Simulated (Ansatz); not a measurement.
# Be3N2 (P6_3/mmc): a band-gap study from LDA to G0W0 at the band limit

Wanted: the gap of Be3N2 (P6_3/mmc) by functionals, hybrids and G0W0, carried to the basis limit, with what remains uncertain.

Method: density functionals, hybrids, G0W0, plane waves, PAW, in Ansatz 0.2.0.

### 1. Starting point

The structure is hexagonal, space group P6_3/mmc (No. 194). The conventional cell has a = 2.842 Å, b = 2.842 Å, c = 9.747 Å, α = 90.00°, β = 90.00°, γ = 120.00°. Be has 4 N at 1.67 to 1.81 Å nearest. Be has 3 N at 1.64 Å nearest. Nearest to N lie 6 Be at 1.81 Å. N has 5 Be at 1.64 to 1.67 Å nearest. Farther neighbours and most contacts between anions are not listed.

The cell and positions are those that the Materials Project relaxed with its own functionals (PBE, PBE+U or r2SCAN), kept fixed.

### 2. LDA bands

The cheap functional maps the bands first; the places of the edges decide which points the dearer methods must see.

This step: DFT, LDA, plane waves, PAW; PAW set soft_1.

input.yaml

```yaml
crystal:
  lattice:
    - [2.8416792263, 0.0, 0.0]
    - [-1.4208396132, 2.4609663994, 0.0]
    - [0.0, 0.0, 9.74684101]
  atoms:
    - { symbol: Be, position: [0.33333333, 0.66666667, 0.07848597] }
    - { symbol: Be, position: [0.66666667, 0.33333333, 0.57848597] }
    - { symbol: Be, position: [0.66666667, 0.33333333, 0.92151403] }
    - { symbol: Be, position: [0.33333333, 0.66666667, 0.42151403] }
    - { symbol: Be, position: [0.0, 0.0, 0.25] }
    - { symbol: Be, position: [0.0, 0.0, 0.75] }
    - { symbol: "N", position: [0.0, 0.0, 0.0] }
    - { symbol: "N", position: [0.0, 0.0, 0.5] }
    - { symbol: "N", position: [0.33333333, 0.66666667, 0.25] }
    - { symbol: "N", position: [0.66666667, 0.33333333, 0.75] }
kpoints:
  mp_grid: { grid: [12, 12, 2] }
  band_path:
    path:
      - [[0.0, 0.0, 0.0], [0.5, 0.0, 0.0], [0.33333333, 0.33333333, 0.0], [0.0, 0.0, 0.0], [0.0, 0.0, 0.5], [0.5, 0.0, 0.5], [0.33333333, 0.33333333, 0.5], [0.0, 0.0, 0.5]]
      - [[0.5, 0.0, 0.5], [0.5, 0.0, 0.0]]
      - [[0.33333333, 0.33333333, 0.5], [0.33333333, 0.33333333, 0.0]]
    npoints: 10
hamiltonian:
  xc: lda
  pseudopotentials: { kind: paw, azcp: { folder: soft_1 }, xc_functional: pbe }
scf:
  occupations: { method: fermi_dirac, width: 0.02 }
  n_extra_bands: 7
output:
  eigenvalues: true
  forces: true
  stress: true
  write_density: true
  write_potential: true
  elf: true
  volumetric_format: npy
```

On the command line:

```console
$ ansatz run input.yaml --threads 3 --pin off --max-ram 92160MiB --backend cuda --events-out ev --progress --plain --runs-dir out --devices 1 --max-vram 13GiB
```

Numbers of over 12 decimals in the logs are rounded to 6 here.

The program printed:

```text
scf.n_extra_bands = 7 over 16 filled bands (N_el = 32.0): the run solves 23 bands
GPUs: using 1 of 1 available (devices: 1).
Engine: ansatz 0.2.0, x86_64-unknown-linux-gnu
Pseudopotentials: kind: paw
Pseudopotential: Be, paw, valence charge 2, recommended cutoff 420 eV (normal), soft_1/Be.paw.azcp
Pseudopotential: N, paw, valence charge 5, recommended cutoff 420 eV (normal), soft_1/N.paw.azcp
Functional definition: SPW92
  exchange = slater_x
  correlation = pw_c
device memory: the entry about to start is reckoned to put 1.8 GiB on a device that reports 71.0 GiB free (of which the cap on the GPU budget leaves the run 13.0 GiB)
GPU FFT provider: cuFFT
GPU libraries: cuBLAS 13.8.2, cuFFT 12.4.0, cuSOLVER 12.3.4
Crystal: 10 atoms, lattice volume = 68.162 Å³
Basis set: ecut = 420 eV, 1329 PW (Γ)
Bands: 23, of which v1, the nominal top of the filled ones, is band 16 counted from 1 (15 counted from 0)
Symmetry: 24 space group operations
Space group: P63/mmc (ITA 194), of the structure as read, at distance tolerance 4.1e-5 Å
k-points: 38 of 288
Non-local potential: Be, projectors of the file, l = 0: 2, l = 1: 2, l = 2: 1
Non-local potential: N, projectors of the file, l = 0: 2, l = 1: 2, l = 2: 1
PAW form: soft (Blöchl's): semilocal exchange-correlation on the pseudo side does not see the compensation charge
PAW frozen core: Be, regenerated for the run's functional, and the local potential with it (the file was generated under x = pbe(κ = 0.804, μ = 0.219515), c = pbe(β = 0.066725))
PAW frozen core: N, regenerated for the run's functional, and the local potential with it (the file was generated under x = pbe(κ = 0.804, μ = 0.219515), c = pbe(β = 0.066725))
PAW one-centre angular grid: Be, 110 points (default); XC on 64 Gauss nodes
PAW one-centre angular grid: N, 110 points (default); XC on 64 Gauss nodes
Initial density: superposition of atomic densities (chi_scale 0.1, normalization cell, long waves kept (reshape's long-wave potential 0.01 eV rms))
Initial wavefunctions: pseudopotential atomic-orbital guess
GPU buffer pool allocated for 28800 grid points (all kernels)
GPU transforms: local potential and band sums: pruned to the plane-wave sphere, on 20×20×72
Functional: x = slater, c = lda
SCF iter   1: F=—  HF=-2040.462890 eV  |F-HF|=—  |Δ(HF+E_count)|=         —  Δρ=1.22e-1  dr2=1.15e1  ethr=3.10e-3  ⟨swp⟩=8.2  Hψ=4951  notcnv=0
preconditioner: auto → none  [insulator: Δε(μ)=4.831 eV  Ē_g=14.920 eV  σ=0.020 eV  W_gap=1.00  n_scr=6 (ndim 8)  ℏωp=25.4 eV  f_vac=0.000  D(μ)=0.00/eV (n_scr^D=0)  ε∞_Penn≈3.9]
SCF iter   2: F=—  HF=-2036.850489 eV  |F-HF|=—  |Δ(HF+E_count)|=    3.61e0  Δρ=3.73e-2  dr2=5.02e-1  ethr=3.10e-3  ⟨swp⟩=3.1  Hψ=2280  notcnv=0  defer=38
SCF iter   3: F=—  HF=-2036.751701 eV  |F-HF|=—  |Δ(HF+E_count)|=   9.88e-2  Δρ=1.49e-2  dr2=8.98e-2  ethr=1.57e-3  ⟨swp⟩=1.9  Hψ=1295  notcnv=0  defer=38
SCF iter   4: F=—  HF=-2036.736481 eV  |F-HF|=—  |Δ(HF+E_count)|=   1.52e-2  Δρ=1.19e-3  dr2=9.33e-4  ethr=2.81e-4  ⟨swp⟩=2.0  Hψ=1061  notcnv=0  defer=38
SCF iter   5: F=—  HF=-2036.736346 eV  |F-HF|=—  |Δ(HF+E_count)|=   1.36e-4  Δρ=3.62e-4  dr2=4.25e-5  ethr=2.91e-6  ⟨swp⟩=2.0  Hψ=1370  notcnv=0  defer=38
SCF iter   6: F=—  HF=-2036.736322 eV  |F-HF|=—  |Δ(HF+E_count)|=   2.37e-5  Δρ=8.42e-5  dr2=3.44e-6  ethr=1.33e-7  ⟨swp⟩=2.0  Hψ=1408  notcnv=0  defer=38
SCF iter   7: F=-2036.736321 eV  HF=-2036.736321 eV  |F-HF|=2.58e-8  |Δ(HF+E_count)|=   1.07e-6  Δρ=9.29e-6  dr2=3.78e-8  ethr=3.13e-10  ⟨swp⟩=13.3  Hψ=7081  notcnv=0
SCF 1 converged in 7 iterations: F = -2036.736321 eV  dr2 = 3.78e-8
[...]
device memory: the entry about to start is reckoned to put 2.3 GiB on a device that reports 69.3 GiB free (of which the cap on the GPU budget leaves the run 13.0 GiB)
NSCF: frozen V_eff on 93 k-points, pencils in batches of 32, up to order 104
SCF converged after 7 iterations
Free energy (F): -2036.736321 eV
Harris-Foulkes:  -2036.736321 eV  (|F-HF|=2.58e-8)
Internal energy: -2036.736321 eV  (E = F + TS)
E sigma→0 (E₀):  -2036.736321 eV
Fermi energy:    9.304706 eV
--- Per-component energies (eV) ---
  E_band       = 50.085194
  E_kinetic    = 656.482378
  E_local      = -765.598491  (includes V_loc(G=0)·N_el)
  E_nonlocal   = 168.645660
  E_hartree    = 258.598591
  E_xc         = -361.054118
  E_vxc        = -430.193348  (∫ρ·V_xc dr)
  E_paw        = -804.288354  (= ΣΔE_a)
  E_vpaw       = -96.456603  (= ΣTr[D̂ρ^β])
  E_aug_tail   = 0.003385  (compensation charges beyond the density's cutoff)
  E_ewald      = -1190.027271
  E_core_change = 0.501899  (= ΣΔE_core)
  E_smearing   = -0.000000  (= −TS)
  E_closure    = 0.000000  (closes the sum)
  Σ components = -2036.736321   (vs F -2036.736321, Δ=0.00e0)
--- Forces (eV/Å), atoms counted from 1 ---
  atom   1  Be    -0.00000000     0.00000000    -0.04952847
  atom   2  Be     0.00000000    -0.00000000    -0.04952847
  atom   3  Be     0.00000000    -0.00000000     0.04952847
  atom   4  Be    -0.00000000     0.00000000     0.04952847
  atom   5  Be    -0.00000000     0.00000000     0.00000000
  atom   6  Be     0.00000000    -0.00000000    -0.00000000
  atom   7  N     -0.00000000    -0.00000000     0.00000000
  atom   8  N      0.00000000     0.00000000     0.00000000
  atom   9  N      0.00000000     0.00000000     0.00000000
  atom  10  N     -0.00000000     0.00000000    -0.00000000
  max |Σ_I F_I| component: 1.67e-16 eV/Å
--- Stress (GPa, compression-positive) ---
       -7.584241      -0.000000      -0.000000
       -0.000000      -7.584241       0.000000
       -0.000000       0.000000      -7.666307
  P = ⅓ Tr σ = -7.6116 GPa (-76.116 kbar)
--- Band table (eV; the first three rows and the last of 38) ---
  k-point 0: bands = [... 12 lower, 7.1844, 7.2851, 7.6778, 7.6778, 13.8966, 14.8224, 15.3849, 15.9182, ... 3 higher]
  k-point 1: bands = [... 12 lower, 7.4849, 7.4849, 7.4849, 7.4849, 14.5193, 14.5193, 15.7072, 15.7072, ... 3 higher]
  k-point 2: bands = [... 12 lower, 7.0437, 7.2369, 7.2694, 7.5829, 14.1476, 15.0165, 15.6587, 15.8575, ... 3 higher]
  k-point 37: bands = [... 12 lower, 4.6710, 4.6710, 6.0338, 6.0338, 13.6106, 13.6106, 14.2835, 14.2835, ... 3 higher]
```

Elapsed: 6.8 s, on 1 × NVIDIA H100 80GB HBM3 (shared by 6 runs) with 3 threads of AMD EPYC 7R13 (Zen 3), shared host; peak memory 0.89 GiB.

The column dr2 measures how far the density is from self-consistency, as an energy; F and HF (Harris–Foulkes) agree once it is small.

Numbers from this step:

```
pressure             : -7.612 GPa
filled bands         : 16
gap                  : 3.261 eV
valence top at       : Γ
conduction bottom at : M
least direct gap     : 4.652 eV
```

The gap is indirect, with the least direct gap 1.39 eV higher. The pressure of -8 GPa says that this functional would shrink the cell; it is kept.

The electronic bands at the labelled points (eV, zero at the top of the highest nominally filled band):

```csv
point,band 13,band 14,band 15,band 16,band 17,band 18,band 19,band 20
Γ,-0.49,-0.39,0.00,0.00,6.22,7.14,7.71,8.24
halfway,-1.49,-1.46,-0.88,-0.73,5.88,6.70,7.56,7.73
M,-2.24,-2.05,-1.43,-1.41,3.26,5.06,7.24,7.43
halfway,-3.40,-2.34,-2.29,-0.81,4.11,6.45,6.90,7.57
K,-3.33,-3.09,-3.09,-0.57,5.20,6.17,6.17,8.07
halfway,-1.77,-1.67,-1.06,-1.01,5.97,7.55,7.74,8.00
Γ,-0.49,-0.39,0.00,0.00,6.22,7.14,7.71,8.24
halfway,-0.38,-0.38,-0.05,-0.05,6.44,7.08,7.77,8.33
A,-0.19,-0.19,-0.19,-0.19,6.84,6.84,8.03,8.03
halfway,-1.18,-1.18,-1.02,-1.02,6.25,6.25,7.57,7.57
L,-2.05,-2.05,-1.75,-1.75,4.42,4.42,6.90,6.90
halfway,-3.03,-3.03,-1.59,-1.59,5.26,5.26,7.48,7.48
H,-3.01,-3.01,-1.64,-1.64,5.93,5.93,6.61,6.61
halfway,-2.01,-2.01,-0.92,-0.92,6.68,6.68,7.61,7.61
A,-0.19,-0.19,-0.19,-0.19,6.84,6.84,8.03,8.03
jump to L,-2.05,-2.05,-1.75,-1.75,4.42,4.42,6.90,6.90
halfway,-2.10,-2.06,-1.68,-1.50,3.64,4.96,7.08,7.10
M,-2.24,-2.05,-1.43,-1.41,3.26,5.06,7.24,7.43
jump to H,-3.01,-3.01,-1.64,-1.64,5.93,5.93,6.61,6.61
halfway,-3.04,-3.04,-2.52,-0.89,5.61,6.04,6.04,7.75
K,-3.33,-3.09,-3.09,-0.57,5.20,6.17,6.17,8.07
```

Valence density in the ac plane at fractional y = 0.000, with atoms of Be and N within 0.2 Å of it. It is the smooth field of the valence electrons, not physical close to the nuclei.

Ten even steps from '_' (0.1 e/Å³) to '@' (3.5 e/Å³), each cell a mean:
```
@@%%**--::..________..::--**%%
--::::..________________..::::
______________________________
______________________________
______________....____________
________................______
__________............________
______________________________
______________________________
......____________________....
**++==::..____________..::==++
@@@@%%==::..________..::==%%@@
%%%%**--::..________..::--**%%
----::..________________..::--
______________________________
______________________________
______________....____________
________................______
__________............________
______________________________
______________________________
......____________________....
**++==::..____________..::==++
@@@@%%==::..________..::==%%@@
```
Columns run along a (2.8 Å), rows up along c (9.7 Å). Atoms in or near the plane, at fractional coordinates: Be at (0.00, 0.25), Be at (0.00, 0.75), N at (0.00, 0.00), N at (0.00, 0.50).

ELF in the ac plane at fractional y = 0.000, with atoms of Be and N within 0.2 Å of it. It is the smooth field of the valence electrons, not physical close to the nuclei.

Values, 24 rows by 15 columns, each cell a mean:
```
0.38 0.50 0.72 0.81 0.80 0.68 0.44 0.25 0.25 0.44 0.68 0.80 0.81 0.72 0.50
0.78 0.78 0.77 0.73 0.64 0.48 0.27 0.15 0.15 0.28 0.48 0.64 0.73 0.77 0.78
0.47 0.45 0.39 0.32 0.25 0.20 0.15 0.13 0.13 0.15 0.20 0.25 0.32 0.39 0.45
0.13 0.13 0.15 0.19 0.24 0.30 0.36 0.40 0.40 0.36 0.30 0.24 0.19 0.15 0.13
0.02 0.03 0.11 0.32 0.52 0.60 0.64 0.65 0.65 0.64 0.61 0.51 0.33 0.11 0.03
0.00 0.00 0.06 0.39 0.67 0.73 0.74 0.73 0.73 0.74 0.74 0.66 0.39 0.06 0.00
0.00 0.01 0.08 0.37 0.62 0.69 0.71 0.71 0.71 0.71 0.70 0.61 0.37 0.08 0.01
0.06 0.08 0.13 0.25 0.37 0.46 0.52 0.55 0.55 0.52 0.46 0.37 0.25 0.13 0.08
0.26 0.25 0.22 0.20 0.19 0.20 0.22 0.24 0.24 0.22 0.20 0.19 0.20 0.22 0.25
0.67 0.66 0.61 0.54 0.44 0.31 0.18 0.12 0.12 0.18 0.31 0.44 0.54 0.61 0.66
0.67 0.72 0.79 0.80 0.75 0.61 0.37 0.21 0.21 0.37 0.61 0.75 0.80 0.79 0.72
0.12 0.27 0.62 0.80 0.81 0.70 0.47 0.27 0.27 0.47 0.70 0.81 0.80 0.62 0.27
0.38 0.50 0.71 0.81 0.80 0.68 0.44 0.25 0.25 0.44 0.68 0.80 0.81 0.71 0.50
0.77 0.77 0.76 0.72 0.63 0.48 0.28 0.15 0.15 0.27 0.48 0.63 0.72 0.76 0.77
0.47 0.45 0.40 0.33 0.26 0.20 0.16 0.14 0.14 0.16 0.20 0.26 0.33 0.40 0.45
0.14 0.14 0.16 0.19 0.24 0.31 0.36 0.40 0.40 0.36 0.31 0.24 0.19 0.16 0.14
0.02 0.03 0.11 0.32 0.51 0.60 0.64 0.65 0.65 0.64 0.60 0.51 0.32 0.11 0.03
0.00 0.00 0.06 0.39 0.66 0.74 0.74 0.73 0.73 0.74 0.73 0.67 0.39 0.06 0.00
0.00 0.00 0.08 0.37 0.62 0.70 0.71 0.71 0.71 0.71 0.69 0.62 0.37 0.08 0.01
0.06 0.08 0.13 0.25 0.37 0.47 0.53 0.55 0.55 0.53 0.47 0.37 0.25 0.13 0.08
0.25 0.24 0.21 0.19 0.19 0.20 0.22 0.24 0.24 0.22 0.20 0.19 0.19 0.21 0.24
0.68 0.67 0.62 0.54 0.44 0.30 0.18 0.12 0.12 0.18 0.30 0.44 0.54 0.62 0.67
0.70 0.74 0.80 0.81 0.76 0.62 0.38 0.21 0.21 0.38 0.62 0.76 0.81 0.79 0.74
0.09 0.24 0.61 0.80 0.81 0.70 0.47 0.27 0.27 0.47 0.70 0.81 0.80 0.61 0.24
```
Columns run along a (2.8 Å), rows up along c (9.7 Å). Atoms in or near the plane, at fractional coordinates: Be at (0.00, 0.25), Be at (0.00, 0.75), N at (0.00, 0.00), N at (0.00, 0.50).

### 3. r2SCAN

r2SCAN sits between gradient functionals and hybrids in what it does to gaps, at little more than semilocal cost.

This step: DFT, r2SCAN, plane waves, PAW; PAW set soft_1.

input.yaml

```yaml
crystal:
  lattice:
    - [2.8416792263, 0.0, 0.0]
    - [-1.4208396132, 2.4609663994, 0.0]
    - [0.0, 0.0, 9.74684101]
  atoms:
    - { symbol: Be, position: [0.33333333, 0.66666667, 0.07848597] }
    - { symbol: Be, position: [0.66666667, 0.33333333, 0.57848597] }
    - { symbol: Be, position: [0.66666667, 0.33333333, 0.92151403] }
    - { symbol: Be, position: [0.33333333, 0.66666667, 0.42151403] }
    - { symbol: Be, position: [0.0, 0.0, 0.25] }
    - { symbol: Be, position: [0.0, 0.0, 0.75] }
    - { symbol: "N", position: [0.0, 0.0, 0.0] }
    - { symbol: "N", position: [0.0, 0.0, 0.5] }
    - { symbol: "N", position: [0.33333333, 0.66666667, 0.25] }
    - { symbol: "N", position: [0.66666667, 0.33333333, 0.75] }
kpoints:
  mp_grid: { grid: [12, 12, 2] }
  band_path:
    path:
      - [0.0, 0.0, 0.0]
      - [0.5, 0.0, 0.0]
      - [0.33333333, 0.33333333, 0.0]
      - [0.0, 0.0, 0.5]
      - [0.5, 0.0, 0.5]
      - [0.33333333, 0.33333333, 0.5]
      - [0.466666666, 0.066666666, 0.0]
    npoints: 1
hamiltonian:
  xc: r2scan
  pseudopotentials: { kind: paw, azcp: { folder: soft_1 } }
scf:
  occupations: { method: fixed }
  n_extra_bands: 7
output:
  eigenvalues: true
  forces: true
  stress: true
```

The program printed:

```text
[...]
GPUs: using 1 of 1 available (devices: 1).
[...]
GPU FFT provider: cuFFT
GPU libraries: cuBLAS 13.8.2, cuFFT 12.4.0, cuSOLVER 12.3.4
Crystal: 10 atoms, lattice volume = 68.162 Å³
Basis set: ecut = 500 eV, 1739 PW (Γ), exchange–correlation on 96×96×288 points (64 copies of the dense FFT grid, shifted against one another)
[...]
k-point 0: bands = [... 12 lower, 7.2186, 7.3453, 7.7295, 7.7295, 14.5806, 15.6092, 16.2517, 17.0584, ... 3 higher]
  k-point 1: bands = [... 12 lower, 7.5361, 7.5361, 7.5361, 7.5361, 15.2677, 15.2677, 16.5957, 16.5957, ... 3 higher]
  k-point 2: bands = [... 12 lower, 7.0773, 7.2973, 7.3023, 7.6349, 14.8610, 15.8512, 16.5664, 16.9707, ... 3 higher]
  k-point 37: bands = [... 12 lower, 4.6641, 4.6641, 6.0659, 6.0659, 14.4984, 14.4984, 15.2534, 15.2534, ... 3 higher]
[key lines of the parts left out:]
SCF converged after 8 iterations
Free energy (F): -2111.167684 eV
Fermi energy:    7.729476 eV
P = ⅓ Tr σ = -1.3602 GPa (-13.602 kbar)
```

Elapsed: 6.8 s, on 1 × NVIDIA H100 80GB HBM3 (shared by 6 runs) with 3 threads; peak memory 1 GiB; 6.1 s of CPU time.

Numbers from this step:

| Item | Value |
| --- | --- |
| pressure | -1.360 GPa |
| gap | 3.997 eV |
| valence top at | Γ |
| conduction bottom at | M |
| least direct gap | 5.420 eV |

The gap stands +0.74 eV against LDA.

### 4. HSE06

The screened hybrid is the usual rung above semilocal functionals: a quarter of exact exchange, cut off beyond a few ångström.

This step: DFT, HSE06, plane waves, PAW; PAW set soft_1.

input.yaml: that of step 3 with these lines changed.

```diff
@@ -17,3 +17,3 @@
 kpoints:
-  mp_grid: { grid: [12, 12, 2] }
+  mp_grid: { grid: [6, 6, 2] }
   band_path:
@@ -29,3 +29,3 @@
 hamiltonian:
-  xc: r2scan
+  xc: hse06
   pseudopotentials: { kind: paw, azcp: { folder: soft_1 } }
@@ -36,3 +36 @@
   eigenvalues: true
-  forces: true
-  stress: true
```

The program printed:

```text
[...]
GPUs: using 1 of 1 available (devices: 1).
[...]
davidson cushion auto → on  (no smearing: the cushion is to keep the highest requested band from converging to the state above it; pin scf.eigensolver.cushion to override)
[...]
GPU FFT provider: cuFFT
GPU libraries: cuBLAS 13.8.2, cuFFT 12.4.0, cuSOLVER 12.3.4
Crystal: 10 atoms, lattice volume = 68.162 Å³
Basis set: ecut = 420 eV, 1329 PW (Γ)
[...]
Fermi energy:    7.040958 eV
[...]
--- Band table (eV; the first three rows and the last of 14) ---
  k-point 0: bands = [... 12 lower, 6.4580, 6.6793, 7.0410, 7.0410, 14.6884, 15.7615, 16.3548, 17.0871, ... 3 higher]
  k-point 1: bands = [... 12 lower, 6.8325, 6.8325, 6.8325, 6.8325, 15.4121, 15.4121, 16.6966, 16.6966, ... 3 higher]
  k-point 2: bands = [... 12 lower, 5.8270, 5.9137, 6.4730, 6.6528, 15.5291, 15.7157, 16.3344, 16.7912, ... 3 higher]
  k-point 13: bands = [... 12 lower, 3.8421, 3.8421, 5.2969, 5.2969, 14.4601, 14.4601, 15.3169, 15.3169, ... 3 higher]
[key lines of the parts left out:]
Free energy (F): -2103.767400 eV
```

The job ended after 25 s (1 × NVIDIA H100 80GB HBM3 (shared by 6 runs) with 3 threads; peak memory 1.3 GiB; 28 s of CPU time).

This step gave:

| Quantity | Value |
| --- | --- |
| gap | 4.626 eV |
| valence top at | Γ |
| conduction bottom at | M |
| least direct gap | 6.106 eV |

The gap stands +1.37 eV against LDA.

### 5. PBE0

PBE0 keeps its quarter of exact exchange at all distances, which suits crystals with ε∞ near 4 best.

This step: DFT, PBE0, plane waves, PAW; PAW set soft_1.

input.yaml: that of step 4 with these lines changed.

```diff
@@ -29,3 +29,3 @@
 hamiltonian:
-  xc: hse06
+  xc: pbe0
   pseudopotentials: { kind: paw, azcp: { folder: soft_1 } }
```

The program printed:

```text
[...]
GPUs: using 1 of 1 available (devices: 1).
[...]
GPU FFT provider: cuFFT
GPU libraries: cuBLAS 13.8.2, cuFFT 12.4.0, cuSOLVER 12.3.4
Crystal: 10 atoms, lattice volume = 68.162 Å³
Basis set: ecut = 420 eV, 1329 PW (Γ)
Bands: 23, of which v1, the nominal top of the filled ones, is band 16 counted from 1 (15 counted from 0)
Symmetry: 24 space group operations
[...]
k-points: 14 of 72
[...]
Fermi energy:    6.658378 eV
[...]
--- Band table (eV; the first three rows and the last of 14) ---
  k-point 0: bands = [... 12 lower, 6.0656, 6.2983, 6.6584, 6.6584, 15.0548, 16.1422, 16.7354, 17.4749, ... 3 higher]
  k-point 1: bands = [... 12 lower, 6.4479, 6.4479, 6.4479, 6.4479, 15.7884, 15.7884, 17.0785, 17.0785, ... 3 higher]
  k-point 2: bands = [... 12 lower, 5.4330, 5.5184, 6.0897, 6.2676, 15.9046, 16.0993, 16.7150, 17.1804, ... 3 higher]
  k-point 13: bands = [... 12 lower, 3.4441, 3.4441, 4.9049, 4.9049, 14.8338, 14.8338, 15.7024, 15.7024, ... 3 higher]
[key lines of the parts left out:]
Free energy (F): -2104.261031 eV
```

Elapsed: 20 s, on 1 × NVIDIA H100 80GB HBM3 (shared by 6 runs) with 3 threads; peak memory 1.2 GiB.

This step gave:

* gap: 5.366 eV
* valence top at: Γ
* conduction bottom at: M
* least direct gap: 6.847 eV

The gap stands +2.10 eV against LDA.

(Continued in part 2 of 3.)

[Paths, hosts, dates, memory and timing lines, banners, echoed tables and standing remarks are left out of the program output.]

[Logs are printed without paths, hosts, clocks, repeated set-up lines and the standing remarks that a program may print on its own settings, such as how far it seeks lower states.]

[Runs of the session that timed out or met a known fault of the program may be left out.]

[Cells called generated may have been cut or substituted from an entry of the Crystallography Open Database or the Materials Project.]

[Hosts, paths, dates, database ids (printed as entryN), source tags and the programs' standing remarks are cut or masked in the printed files.]
